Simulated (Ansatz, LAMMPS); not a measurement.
# Structural relaxation of Zn2+ triflate in diglyme, from a frame at 330 K (103 atoms)

How does Zn2+ triflate in diglyme, from a frame at 330 K (103 atoms) relax, and what do bonds, charges and levels look like afterwards?

Program: Ansatz 0.2.0. Level of theory: Kohn-Sham DFT, PBE+D3(BJ), PAW (set soft_2), plane waves. Results are calculated unless marked as measured.

## (1) The structure

The cell holds 103 atoms: 22 C, 21 O, 42 H, 4 S, 12 F and 2 Zn. Cell: a = 10.740 Å, b = 10.740 Å, c = 10.740 Å, α = 90.0°, β = 90.0°, γ = 90.0°. 3 diglyme, 2 Zn2+, 4 triflate placed at random, at 1.51 g/cm³; overlaps pushed apart, then 10 ps at 550 K with divalent ions of Li, Roberts, Chakravorty and Merz (J. Chem. Theory Comput. 9, 2733 (2013)); MMFF94 bonds, angles, torsions, charges and radii (Halgren, J. Comput. Chem. 17, 490 (1996)) in harmonic and 12-6 forms; charges of ions scaled by 0.8. Snapshot after 30 ps at 330 K and fixed volume.

What the set-up can't give: The network of contacts between molecules at the start is that of the classical potential that made the cell. The density was typed from a rule of thumb and may lie off the real one at this temperature. The Brillouin zone is sampled at Γ only, in a cell whose shortest periodic width is 11 Å.

## (2) Single point at the start

The forces at the start show how far the geometry lies from a minimum of this functional.

input.yaml reads:

```yaml
crystal:
  lattice:
    - [10.74009, 0.0, 0.0]
    - [0.0, 10.74009, 0.0]
    - [0.0, 0.0, 10.74009]
  atoms:
    - { symbol: C, position: [0.22923, 0.81164, 0.01041] }
    - { symbol: O, position: [0.17346, 0.69163, 0.98444] }
    - { symbol: C, position: [0.06132, 0.6857, 0.05632] }
    - { symbol: C, position: [0.99247, 0.56405, 0.01777] }
    [... 93 atom lines left out ...]
    - { symbol: C, position: [0.3031, 0.48717, 0.48281] }
    - { symbol: F, position: [0.23724, 0.48226, 0.37125] }
    - { symbol: F, position: [0.32502, 0.6123, 0.50658] }
    - { symbol: F, position: [0.41814, 0.43754, 0.45636] }
    - { symbol: Zn, position: [0.95126, 0.29625, 0.55214] }
    - { symbol: Zn, position: [0.23146, 0.57773, 0.87021] }
kpoints:
  mp_grid: { grid: [1, 1, 1] }
hamiltonian:
  xc: pbe
  dispersion: d3bj
scf:
  occupations: { method: fixed }
output:
  forces: true
  stress: true
  populations: true
  dos:
    method: { smearing: { sigma: 0.15 } }
    de: 0.1
    projected: { site_lists: { C: [C], F: [F], H: [H], O: [O], S: [S] } }
  eigenvalues: true
```

Started as:

```sh
$ ansatz run input.yaml --threads 4 --pin off --max-ram 8192MiB --backend cpu --events-out ev --progress --plain --runs-dir out
```

Run time: 8.5 s. Hardware: 4 threads of Intel Xeon Platinum 8488C (Sapphire Rapids), shared host; peak memory 1.5 GiB.

Read from the output:

```yaml
free_energy: -38033.0636 eV
free_energy_per_atom: -369.2530 eV/atom
scf_cycles: 11
pressure: 3.213 GPa
r_m_s_force_component: 1.103 eV/Å
longest_force: 4.77 eV/Å
fermi_energy: 0.1958 eV
spacing_of_highest_filled_and_lowest_empty_level: 4.342 eV
spilling_of_the_projection: 0.01416
```

The r.m.s. force component of 1.1 eV/Å and the pressure of 3.2 GPa set the starting point.

Length of the force by element:

```
element  coordination  atoms  mean length of the force (eV/Å)  spread  least  most
      C           all     22                             1.94   0.811  0.710  3.70
      F           all     12                             1.07   0.427  0.380  1.78
      H           all     42                            0.998   0.620  0.250  3.46
      O           all     21                             2.22    1.36  0.437  4.77
      S           all      4                             3.60   0.898   2.15  4.39
     Zn           all      2                             1.89   0.392   1.49  2.28
```

## (3) Relaxation

The atoms are relaxed in the fixed cell, aiming at the force tolerance of the input.

input.yaml, the sections that differ from step 2:

```yaml
output:
  forces: true
relax:
  f_tol: 0.03
  max_steps: 200
# crystal, kpoints, hamiltonian, scf: as in step 2
```

Elapsed: 4 min, on 4 threads; peak memory 1.4 GiB; 14 min of CPU time.

Relaxation path (22 of 62):

```
step  energy less that of the first step (eV)  largest force component (eV/Å)
   1                                   0.0000                          4.7377
   4                                  -6.7911                          0.3885
   7                                  -7.0936                          0.4633
  10                                  -7.1592                          0.1257
  13                                  -7.1851                          0.1146
  16                                  -7.2012                          0.2555
  18                                  -7.2193                          0.3731
  21                                  -7.2444                          0.3913
  24                                  -7.2639                          0.1323
  27                                  -7.2790                          0.1704
  30                                  -7.2886                          0.2385
  33                                  -7.2976                          0.1675
  36                                  -7.3122                          0.2021
  39                                  -7.3393                          0.4409
  42                                  -7.3943                          0.3891
  45                                  -7.4521                          0.7805
  47                                  -7.5072                          0.6300
  50                                  -7.5567                          0.0961
  53                                  -7.5671                          0.0775
  56                                  -7.5717                          0.0596
  59                                  -7.5750                          0.0246
  62                                  -7.5758                          0.0179
```

The atoms that moved most (Å):

```
atom      dx      dy      dz  length
 F85   2.132   0.740  -1.425   2.669
 O81  -0.254  -1.643  -1.466   2.217
 F75   1.730   0.094   1.058   2.030
 O72  -0.446   1.770  -0.537   1.903
 F83   0.858  -0.218  -1.680   1.899
 F77  -0.182  -0.295   1.700   1.735
 F84   1.017   1.060   0.377   1.516
 O70   0.066  -0.274  -1.465   1.491
```

The relaxation changed the energy by -73.6 meV/atom, and atoms moved by 0.81 Å r.m.s., 2.7 Å at most.

## (4) Distances and neighbours after relaxation

Bonds before and after, by the cutoffs listed below:

```
pair  bonds before  bonds after  mean before (Å)  mean after (Å)  spread before (Å)  spread after (Å)
 H-C            42           42            1.097           1.099              0.032             0.004
 C-C             6            6            1.527           1.514              0.025             0.006
 C-O            18           18            1.436           1.436              0.023             0.010
 C-F            12           12            1.359           1.348              0.028             0.006
 C-S             4            4            1.854           1.875              0.024             0.002
 O-S            12           12            1.460           1.469              0.022             0.023
O-Zn            11           11            1.899           2.095              0.139             0.076
```

Density 1.51 g/cm³, 12.03 Å³ an atom.

g(r), total and by pair (bins of 0.2 Å):

```
r (Å)  total   H-H    H-C   H-O   H-F   H-S  H-Zn
 1.00   1.93  0.00  11.10  0.00  0.00  0.00  0.00
 1.20   1.32  0.00   7.60  0.00  0.00  0.00  0.00
 1.40   1.83  0.00   0.00  0.00  0.00  0.00  0.00
 1.60   0.36  0.00   0.00  0.00  0.00  0.00  0.00
 1.80   0.98  5.25   0.00  0.00  0.00  0.00  0.00
 2.00   1.01  0.00   0.00  5.25  0.00  0.00  0.00
 2.20   1.01  0.80   2.76  0.36  0.00  0.00  0.00
 2.40   1.02  2.12   0.09  0.77  0.16  0.00  0.00
 2.60   1.17  0.94   1.95  1.16  1.28  0.00  0.00
 2.80   0.63  1.07   0.69  1.21  0.51  0.35  0.00
 3.00   1.09  1.49   0.78  0.87  0.98  0.64  1.26
 3.20   0.86  0.38   0.90  0.38  1.23  0.56  4.12
 3.40   0.86  0.57   1.03  0.98  1.10  1.24  1.54
 3.60   0.88  1.12   0.75  0.56  0.69  0.90  2.73
 3.80   0.86  0.78   0.74  0.62  1.09  0.60  0.39
 4.00   1.03  0.91   1.16  0.76  1.09  1.46  3.68
 4.20   0.85  0.98   0.76  0.92  0.71  1.01  0.34
 4.40   1.09  1.06   0.85  1.24  1.37  0.92  0.59
 4.60   0.99  0.74   0.81  1.21  1.77  0.56  0.00
 4.80   1.10  1.16   1.02  1.26  1.32  2.27  0.00
 5.00   1.04  0.89   1.08  0.96  1.36  1.78  0.24
 5.20   0.99  0.66   0.87  1.16  1.23  1.52  1.31
```

Bonds by pair of elements; cutoffs follow the first minimum of g(r), held within bounds set by covalent radii, and pairs that aren't listed don't count as bonded:

```
pair A-B  cutoff (Å)  bonds  mean length (Å)  spread (Å)  shortest (Å)  B about A  A about B
     H-C        1.34     42             1.10       0.004          1.09          1       1.91
     C-C        1.85      6             1.51       0.006          1.50      0.545      0.545
     C-O        1.73     18             1.44        0.01          1.42      0.818      0.857
     C-F        1.62     12             1.35       0.006          1.34      0.545          1
     C-S        2.21      4             1.88       0.002          1.87      0.182          1
     O-S        1.93     12             1.47       0.023          1.45      0.571          3
    O-Zn         2.5     11             2.10       0.076          1.98      0.524        5.5
```

How many atoms have how many bonded neighbours:

```
element  mean   1  2  3   4  5  6
      C     4   0  0  0  22  0  0
      F     1  12  0  0   0  0  0
      H     1  42  0  0   0  0  0
      O  1.95   7  8  6   0  0  0
      S     4   0  0  0   4  0  0
     Zn   5.5   0  0  0   0  1  1
```

Bond angles, per cent of each kind in bins of 5°:

```
angle (°)  H-C-O  H-C-H  O-Zn-O  C-C-H  C-C-O
    75–80    0.0    0.0    12.0    0.0    0.0
    80–85    0.0    0.0     0.0    0.0    0.0
    85–90    0.0    0.0    16.0    0.0    0.0
    90–95    0.0    0.0    32.0    0.0    0.0
   95–100    0.0    0.0     8.0    0.0    0.0
  100–105    2.4    0.0     0.0    0.0    0.0
  105–110   71.4   76.7     8.0   45.8   58.3
  110–115   26.2   23.3     0.0   54.2   25.0
  115–120    0.0    0.0     0.0    0.0   16.7
  120–125    0.0    0.0     8.0    0.0    0.0
  125–130    0.0    0.0     0.0    0.0    0.0
  130–135    0.0    0.0     0.0    0.0    0.0
  135–140    0.0    0.0     0.0    0.0    0.0
  140–145    0.0    0.0     0.0    0.0    0.0
  145–150    0.0    0.0     0.0    0.0    0.0
  150–155    0.0    0.0     0.0    0.0    0.0
  155–160    0.0    0.0     0.0    0.0    0.0
  160–165    0.0    0.0     0.0    0.0    0.0
  165–170    0.0    0.0     8.0    0.0    0.0
  170–175    0.0    0.0     8.0    0.0    0.0
```

Bond angles (no mean is given where the spread exceeds 20°):

```
 angle  count  mean (°)  spread (°)
 H-C-O     42       109         1.8
 H-C-H     30       109         1.1
O-Zn-O     25         -           -
 C-C-H     24       110         1.3
 C-C-O     12       110           3
```

Bond length by coordination (bonds to H left out):

```
element  coordination  atoms  mean bond length (Å)
      O             1      7                  1.45
      O             2      8                  1.63
      O             3      6                  1.68
     Zn             5      1                  2.06
     Zn             6      1                  2.13
```

Rings of the network by King's shortest-path rule, up to 12 atoms, one path for each pair of neighbours; H, halogens, alkali and alkaline-earth atoms are left out, and the last column divides by all other atoms, bonded or not:

```
ring size (atoms)  rings  per network atom
                5      3             0.061
                8      1              0.02
```

Counting bonds as in the table, all C atoms have 4, all F atoms have 1, all H atoms have 1 and 38 % of O atoms have 2 bonded neighbours. The H-C-O angle averages 109° with a spread of 1.8°. Rings of 5 atoms are the most common (75 % of those counted); sizes run from 5 to 8.

## (5) Single point at the relaxed geometry

The electronic structure is read at the final geometry, in a run of its own.

input.yaml reads:

```yaml
crystal:
  lattice:
    - [10.74009, 0.0, 0.0]
    - [0.0, 10.74009, 0.0]
    - [0.0, 0.0, 10.74009]
  atoms:
    - { symbol: C, position: [0.23317, 0.80787, 0.05454] }
    - { symbol: O, position: [0.18584, 0.68859, 0.01644] }
    - { symbol: C, position: [0.06474, 0.6622, 0.0659] }
    - { symbol: C, position: [0.02249, 0.53903, 0.0108] }
    [... 93 atom lines left out ...]
    - { symbol: C, position: [0.29418, 0.46295, 0.45215] }
    - { symbol: F, position: [0.26256, 0.38809, 0.35629] }
    - { symbol: F, position: [0.25685, 0.57906, 0.42721] }
    - { symbol: F, position: [0.41826, 0.46123, 0.46484] }
    - { symbol: Zn, position: [0.92919, 0.30924, 0.55135] }
    - { symbol: Zn, position: [0.2424, 0.59258, 0.85208] }
kpoints:
  mp_grid: { grid: [1, 1, 1] }
hamiltonian:
  xc: pbe
  dispersion: d3bj
scf:
  occupations: { method: fixed }
output:
  forces: true
  stress: true
  populations: true
  dos:
    method: { smearing: { sigma: 0.1 } }
    de: 0.1
    projected: { site_lists: { C: [C], F: [F], H: [H], O: [O], S: [S] } }
  eigenvalues: true
  write_density: true
  write_potential: true
  volumetric_format: npy
  elf: true
```

Run time: 8.6 s. Hardware: 4 threads; peak memory 1.5 GiB; 31 s of CPU time.

The program notes that the exchange-correlation potential is rough where the density is thin.

The run gave:

| Property | Result |
| --- | --- |
| free energy | -38040.6393 eV |
| free energy per atom | -369.3266 eV/atom |
| SCF cycles | 10 |
| pressure | -0.08535 GPa |
| r.m.s. force component | 0.00346 eV/Å |
| longest force | 0.02351 eV/Å |
| Fermi energy | 0.005043 eV |
| gap (highest filled to lowest empty level) | 4.38 eV |
| spilling of the projection | 0.01427 |

Löwdin charges by element and coordination (they lack the spilled electrons, 0.054 e an atom on average):

```
element  coordination  atoms  mean charge (e)  spread   least    most
      C           all     22           0.0237    0.31  -0.232   0.678
      F           all     12           -0.217   0.011  -0.234  -0.200
      H           all     42            0.195  0.0192   0.156   0.238
      O           all     21           -0.604   0.209  -0.856  -0.344
      O             1      7           -0.743  0.0104  -0.761  -0.726
      O             2      8           -0.653   0.238  -0.856  -0.344
      O             3      6           -0.378  0.0063  -0.385  -0.369
      S           all      4             2.28   0.005    2.27    2.28
     Zn           all      2             1.50  0.0061    1.50    1.51
     Zn             5      1             1.51       0    1.51    1.51
     Zn             6      1             1.50       0    1.50    1.50
```

Density of states as counts of states in windows of 1 eV (from the Fermi level), total and the larger projections:

```
from (eV)  to (eV)  total   O p   C p   F p  H s
      -10       -9   22.0   1.2   4.3  10.5  1.9
       -9       -8   11.0   3.0   1.6   2.2  0.6
       -8       -7   16.1   5.3   6.3   0.2  2.1
       -7       -6   30.8  10.9   9.4   1.8  3.3
       -6       -5   55.4  10.2   7.1  20.8  3.2
       -5       -4   44.5   4.9   8.1  20.4  4.1
       -4       -3   30.1  10.3  11.2   0.6  6.1
       -3       -2   31.0  21.8   3.2   0.8  2.2
       -2       -1   25.9  18.1   2.8   1.1  2.1
       -1        0   11.1   8.7   0.8   0.0  1.3
        0        1    1.2   0.9   0.1   0.0  0.2
        1        4    0.0   0.0   0.0   0.0  0.0
        4        5    6.0   0.3   1.0   0.1  0.7
```

With fixed occupations the program's Fermi level is the highest filled level; weight inside the gap is the broadening of levels at its edges.

Between -26 and -10 eV lie 101 more states.

Not all projections were asked for or kept, so they needn't add up to the total.

The levels nearest the highest filled one (over half full), pooled over k-points and spins:

```
level less the highest filled one (eV)  occupation
                                -0.957           2
                                -0.933           2
                                -0.723           2
                                -0.224           2
                               -0.0751           2
                                     0           2
                                  4.38           0
                                  4.54           0
                                  4.76           0
                                  5.34           0
                                  5.40           0
                                  5.56           0
```

Mean Löwdin charges: C +0.02, F -0.22, H +0.20, O -0.60, S +2.28, Zn +1.50 e (they miss 1.4 % of the electrons, so they add up to more than the cell's charge).

## (6) Summary of results

| Quantity | Value |
| --- | --- |
| energy change in the relaxation | -73.55 meV/atom |
| r.m.s. displacement | 0.806 Å |
| largest displacement | 2.669 Å |
| free energy per atom | -369.3266 eV/atom |
| pressure | -0.08535 GPa |
| r.m.s. force component | 0.00346 eV/Å |
| gap (highest filled to lowest empty level) | 4.38 eV |
| wall time of the 3 DFT runs | 4.3 min |

What this shows: Relaxation lowers the energy by 73.6 meV/atom and moves atoms by 0.81 Å r.m.s.; the r.m.s. force component goes from 1.1 to 0.0035 eV/Å, the pressure goes from 3.2 to -0.085 GPa, and the gap from 4.34 to 4.38 eV. By the final cutoffs no bond was broken or made. First to last step the energy falls by 7.576 eV; the largest move, 2.67 Å, is that of F85. The O-Zn bonds change most in mean length: from 1.899 Å (spread 0.139) to 2.095 Å (spread 0.076). Counting bonds as in the table, all C atoms have 4, all F atoms have 1, all H atoms have 1 and 38 % of O atoms have 2 bonded neighbours. Between filled and empty levels lie 4.38 eV (at Γ alone); a semilocal functional tends to put such gaps too low. In a disordered cell it changes from sample to sample and from frame to frame.

Caveats: The network of contacts between molecules at the start is that of the classical potential that made the cell; in DFT atoms moved by 0.81 Å r.m.s.

[Logs are printed without paths, hosts, clocks, repeated set-up lines and the standing remarks that a program may print on its own settings, such as how far it seeks lower states.]

[Hosts, paths, dates, database ids (printed as entryN), source tags and the programs' standing remarks are cut or masked in the printed files.]

[The MMFF94 radii named for the starting cell were scaled by 0.96; in molecules described by MMFF94, hydrogen bound to N, O or S took a small fixed 12-6 site in their place.]
